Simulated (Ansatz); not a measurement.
# GaP (F-43m) at temperature and pressure, part 2 of 2

Wanted: expansion, heat capacity and stiffness of GaP along isobars.

Ansatz 0.2.0; DFT RPBE, scalar-relativistic, plane waves, PAW.

So far, principal linear expansion coefficients at 298 K (× 1e-6/K): step 7 (phonons on strained cells, pressure 5 GPa) 4.32. Also gap on the k-mesh (eV): step 2 (a first coarse run) 1.76; step 3 (relaxation) 1.49; step 6 (relaxation under pressure, pressure 5 GPa) 1.73; step 7 1.73.

### Step 8. Relaxation under pressure, pressure 20 GPa

input.yaml reads:

```yaml
crystal:
  lattice:
    - [0.0, 2.77749101, 2.77749101]
    - [2.77749101, 0.0, 2.77749101]
    - [2.77749101, 2.77749101, 0.0]
  atoms:
    - { symbol: Ga, position: [0.0, 0.0, 0.0] }
    - { symbol: P, position: [0.25, 0.25, 0.25] }
kpoints:
  mp_grid: { grid: [8, 8, 8] }
hamiltonian:
  xc: rpbe
scf:
  occupations: { method: fixed }
output:
  forces: true
  stress: true
  eigenvalues: true
relax:
  adjacent_minimum: "off"
  f_tol: 0.001
  max_steps: 60
  cell: { stress_tol: 0.05, p_target: 20.0 }
```

Launch:

```console
> ansatz run input.yaml --threads 4 --pin off --max-ram 8192MiB --backend cpu --events-out ev --progress --plain --runs-dir out
```

The job ended after 2.8 s (4 threads of Intel Xeon 6975P-C (Granite Rapids), shared host; peak memory 0.4 GiB; 9.8 s of CPU time).

Step by step:

| step | energy less that of the first step (eV) | largest force component (eV/Å) | pressure (GPa) | volume (Å³) |
| --- | --- | --- | --- | --- |
| 1 | 0.0000 | 0.0000 | 0.01 | 42.85 |
| 2 | 0.2416 | 0.0000 | 14.96 | 36.89 |
| 3 | 0.4284 | 0.0000 | 21.59 | 35.23 |
| 4 | 0.3790 | 0.0000 | 19.92 | 35.62 |
| 5 | 0.3812 | 0.0000 | 20.00 | 35.60 |
| 6* | 0.3828 | 0.0000 | 19.98 | 35.60 |

Relaxation steps marked * repeat the geometry before them on a plane-wave basis chosen anew for their cell, so energy and pressure can jump there.

The run keeps the 24 symmetry operations that it works with, so distortions that break them were not tested.

| conventional cell, symmetrised | before | after | change |
| --- | --- | --- | --- |
| a (Å) | 5.555 | 5.222 | -6.0 % |
| b (Å) | 5.555 | 5.222 | -6.0 % |
| c (Å) | 5.555 | 5.222 | -6.0 % |
| volume (Å³/atom) | 21.43 | 17.80 | -16.9 % |

The relaxed structure:

```xyz
2
Lattice="0.0000 2.6110 2.6110 2.6110 0.0000 2.6110 2.6110 2.6110 0.0000" Properties=species:S:1:pos:R:3 pbc="T T T"
Ga    0.0000    0.0000    0.0000
P     1.3055    1.3055    1.3055
```

Numbers from this step:

```yaml
pressure: 19.98 GPa
gap_on_the_k_mesh: 1.437 eV
volume_per_atom: 17.80 Å³
```

For the gap on the k-mesh, step 6 gave 1.73 eV; this run, with pressure 20 GPa, gives 1.44 eV. That is -19.3 meV per GPa of pressure between these two points.

### Step 9. Phonons on strained cells, pressure 20 GPa

input.yaml reads:

```yaml
crystal:
  lattice:
    - [0.0, 2.6109816527, 2.6109816527]
    - [2.6109816527, 0.0, 2.6109816527]
    - [2.6109816527, 2.6109816527, 0.0]
  atoms:
    - { symbol: Ga, position: [0.0, 0.0, 0.0] }
    - { symbol: P, position: [0.25, 0.25, 0.25] }
kpoints:
  mp_grid: { grid: [8, 8, 8] }
hamiltonian:
  xc: rpbe
scf:
  occupations: { method: fixed }
output:
  eigenvalues: true
phonons:
  method: dfpt
  qmesh: [4, 4, 4]
  temperatures: { t_max: 800.0, t_step: 50 }
  thermal_expansion: { pressure: 20.0 }
```

Wall time 3.6 min (4 threads); peak memory 1.1 GiB; 13 min of CPU time.

This step gave:

```
gap on the k-mesh                                : 1.436 eV
volume expansion coefficient at 298 K            : 1.314 1e-6/K
C_P at 298 K                                     : 20.78 J/mol-atom/K
entropy at 298 K                                 : 25.00 J/mol-atom/K
isothermal bulk modulus at 298 K                 : 146.8 GPa
Grüneisen parameter at 298 K                     : 0.09972
volume at 298 K                                  : 17.84 Å³/atom
principal linear expansion coefficients at 298 K : 0.438, 0.438, 0.438 1e-6/K
```

Strained cells of the study; zero-point energy where phonons were solved; the pressures are stresses at a fixed cutoff and can carry an offset from the finite basis. Expansion cells, by row:

| cell | \|a\| (Å) | \|b\| (Å) | \|c\| (Å) | V (Å³/atom) | E - E_lowest (meV/atom) | pressure, compression positive (GPa) | gap (eV) | zero-point energy (meV/atom) |
| --- | --- | --- | --- | --- | --- | --- | --- | --- |
| 1 | 3.692 | 3.692 | 3.692 | 17.8 | 62.81 | 19.96 | 1.436 | - |
| 2 | 3.722 | 3.722 | 3.722 | 18.23 | 13.85 | 16.5 | 1.501 | - |
| 3 | 3.663 | 3.663 | 3.663 | 17.38 | 120.1 | 23.74 | 1.369 | - |
| 4 | 3.693 | 3.693 | 3.693 | 17.8 | 62.68 | 19.95 | 1.436 | 52.51 |
| 5 | 3.711 | 3.711 | 3.711 | 18.07 | 31.09 | 17.75 | 1.477 | 51.79 |
| 6 | 3.701 | 3.701 | 3.701 | 17.93 | 47.54 | 18.91 | 1.456 | 52.17 |
| 7 | 3.718 | 3.718 | 3.718 | 18.18 | 19.35 | 16.9 | 1.493 | 51.5 |
| 8 | 3.656 | 3.656 | 3.656 | 17.28 | 135.8 | 24.73 | 1.352 | - |
| 9 | 3.674 | 3.674 | 3.674 | 17.54 | 97.54 | 22.28 | 1.395 | - |
| 10 | 3.731 | 3.731 | 3.731 | 18.37 | 0 | 15.46 | 1.521 | - |

Quasi-harmonic; a, b, c are the run's own cell vectors. Expansion, by row:

| T (K) | a (Å) | b (Å) | c (Å) | alpha (deg) | beta (deg) | gamma (deg) | cell volume (Å³/cell) | alpha_a (1e-6/K) | alpha_b (1e-6/K) | alpha_c (1e-6/K) | alpha_V (1e-6/K) | C_P (J/mol-atom/K) | C_V (J/mol-atom/K) | S (J/mol-atom/K) | B_T (GPa) | B_S (GPa) | Grueneisen | extrapolation | fit error (1e-6/K) |
| --- | --- | --- | --- | --- | --- | --- | --- | --- | --- | --- | --- | --- | --- | --- | --- | --- | --- | --- | --- |
| 0 | 3.696 | 3.696 | 3.696 | 60 | 60 | 60 | 35.7 | 0 | 0 | 0 | 0 | 0 | 0 | 0 | 150.1 | 150.1 | - | 0 | 0 |
| 50 | 3.696 | 3.696 | 3.696 | 60 | 60 | 60 | 35.69 | -1.57 | -1.57 | -1.57 | -4.7 | 5.194 | 5.193 | 2.725 | 149.9 | 150 | -1.459 | 0 | 0 |
| 100 | 3.695 | 3.695 | 3.695 | 60 | 60 | 60 | 35.69 | -1.69 | -1.69 | -1.69 | -5.06 | 10.07 | 10.07 | 7.901 | 149.5 | 149.5 | -0.807 | 0 | 0.01 |
| 150 | 3.695 | 3.695 | 3.695 | 60 | 60 | 60 | 35.68 | -1 | -1 | -1 | -3.01 | 14.23 | 14.23 | 12.8 | 148.9 | 148.9 | -0.338 | 0 | 0.01 |
| 200 | 3.695 | 3.695 | 3.695 | 60 | 60 | 60 | 35.67 | -0.35 | -0.35 | -0.35 | -1.05 | 17.34 | 17.34 | 17.35 | 148.2 | 148.2 | -0.097 | 0 | 0.01 |
| 250 | 3.695 | 3.695 | 3.695 | 60 | 60 | 60 | 35.67 | 0.12 | 0.12 | 0.12 | 0.36 | 19.43 | 19.43 | 21.46 | 147.5 | 147.5 | 0.029 | 0 | 0.01 |
| 298.1 | 3.695 | 3.695 | 3.695 | 60 | 60 | 60 | 35.68 | 0.44 | 0.44 | 0.44 | 1.31 | 20.78 | 20.78 | 25 | 146.8 | 146.8 | 0.1 | 0 | 0.01 |
| 300 | 3.695 | 3.695 | 3.695 | 60 | 60 | 60 | 35.68 | 0.45 | 0.45 | 0.45 | 1.34 | 20.83 | 20.83 | 25.13 | 146.8 | 146.8 | 0.102 | 0 | 0.01 |
| 350 | 3.695 | 3.695 | 3.695 | 60 | 60 | 60 | 35.68 | 0.68 | 0.68 | 0.68 | 2.04 | 21.78 | 21.78 | 28.42 | 146.1 | 146.1 | 0.147 | 0 | 0 |
| 400 | 3.695 | 3.695 | 3.695 | 60 | 60 | 60 | 35.68 | 0.85 | 0.85 | 0.85 | 2.54 | 22.45 | 22.44 | 31.37 | 145.3 | 145.4 | 0.177 | 0 | 0 |
| 450 | 3.696 | 3.696 | 3.696 | 60 | 60 | 60 | 35.69 | 0.97 | 0.97 | 0.97 | 2.92 | 22.93 | 22.93 | 34.04 | 144.6 | 144.6 | 0.198 | 0 | 0 |
| 500 | 3.696 | 3.696 | 3.696 | 60 | 60 | 60 | 35.69 | 1.07 | 1.07 | 1.07 | 3.21 | 23.29 | 23.28 | 36.48 | 143.9 | 143.9 | 0.213 | 0 | 0 |
| 550 | 3.696 | 3.696 | 3.696 | 60 | 60 | 60 | 35.7 | 1.15 | 1.15 | 1.15 | 3.44 | 23.57 | 23.56 | 38.71 | 143.1 | 143.2 | 0.225 | 0 | 0 |
| 600 | 3.696 | 3.696 | 3.696 | 60 | 60 | 60 | 35.7 | 1.21 | 1.21 | 1.21 | 3.63 | 23.78 | 23.77 | 40.77 | 142.4 | 142.5 | 0.234 | 0 | 0 |
| 650 | 3.696 | 3.696 | 3.696 | 60 | 60 | 60 | 35.71 | 1.26 | 1.26 | 1.26 | 3.79 | 23.95 | 23.93 | 42.68 | 141.7 | 141.8 | 0.241 | 0 | 0 |
| 700 | 3.697 | 3.697 | 3.697 | 60 | 60 | 60 | 35.72 | 1.31 | 1.31 | 1.31 | 3.93 | 24.09 | 24.07 | 44.46 | 140.9 | 141 | 0.248 | 0 | 0 |
| 750 | 3.697 | 3.697 | 3.697 | 60 | 60 | 60 | 35.73 | 1.35 | 1.35 | 1.35 | 4.05 | 24.2 | 24.18 | 46.13 | 140.2 | 140.3 | 0.253 | 0 | 0.01 |
| 800 | 3.697 | 3.697 | 3.697 | 60 | 60 | 60 | 35.73 | 1.39 | 1.39 | 1.39 | 4.16 | 24.29 | 24.27 | 47.69 | 139.5 | 139.6 | 0.257 | 0 | 0.01 |

The expansion coefficient by temperature; values in 1e-6/K:

| temperature (K) | volume | principal 1 |
| --- | --- | --- |
| 0 | 0 | 0 |
| 50 | -4.7 | -1.57 |
| 100 | -5.06 | -1.69 |
| 150 | -3.01 | -1 |
| 200 | -1.05 | -0.35 |
| 250 | 0.36 | 0.12 |
| 298 | 1.31 | 0.44 |
| 300 | 1.34 | 0.45 |
| 350 | 2.04 | 0.68 |
| 400 | 2.54 | 0.85 |
| 450 | 2.92 | 0.97 |
| 500 | 3.21 | 1.07 |
| 550 | 3.44 | 1.15 |
| 600 | 3.63 | 1.21 |
| 650 | 3.79 | 1.26 |
| 700 | 3.93 | 1.31 |
| 750 | 4.05 | 1.35 |
| 800 | 4.16 | 1.39 |

Changing the pressure (5 → 20 GPa) takes the volume expansion at 298 K from 13.0 to 1.31 × 10⁻⁶/K and B_T from 90.0 to 147 GPa.

### Step 10. Results

```json
{
  "settings of these figures": "RPBE, 487.2 eV, k 8×8×8, q 4×4×4, 5 GPa",
  "volume expansion coefficient at 298 K": "12.96 1e-6/K",
  "C_P at 298 K": "21.76 J/mol-atom/K",
  "entropy at 298 K": "26.15 J/mol-atom/K",
  "isothermal bulk modulus at 298 K": "89.97 GPa",
  "Grüneisen parameter at 298 K": "0.6559",
  "volume at 298 K": "20.28 Å³/atom",
  "principal linear expansion coefficients at 298 K": "4.319, 4.319, 4.319 1e-6/K"
}
```

What this shows: Near room temperature and at 5 GPa GaP expands by 13.0 × 10⁻⁶/K in volume by RPBE, with C_P = 21.8 J/(mol K) per mole of atoms and B_T = 90.0 GPa. At low temperature the volume shrinks on warming, because modes with negative Grüneisen parameters outweigh the rest; the coefficient turns positive near 60 K. C_P at room temperature is 87 % of the classical 3R an atom, so the stiffest modes are still partly frozen out. Going from 5 to 20 GPa changes the volume expansion at 298 K from 13.0 to 1.31 × 10⁻⁶/K; since α = γC_V/(B V), it follows the bulk modulus (90.0 → 147 GPa) and the Grüneisen parameter (0.66 → 0.100). The interpolation has no quadrupole term, so branches near the zone centre are less sure, since this crystal has sites that are not centres of inversion. The PAW files were made for PBE and are used here under another functional, for which the program regenerates the frozen cores.

[Logs are printed without paths, hosts, clocks, repeated set-up lines and the standing remarks that a program may print on its own settings, such as how far it seeks lower states.]

[Hosts, paths, dates, database ids (printed as entryN), source tags and the programs' standing remarks are cut or masked in the printed files.]

[A step with changed settings may run another functional than the one named; its input shows which.]
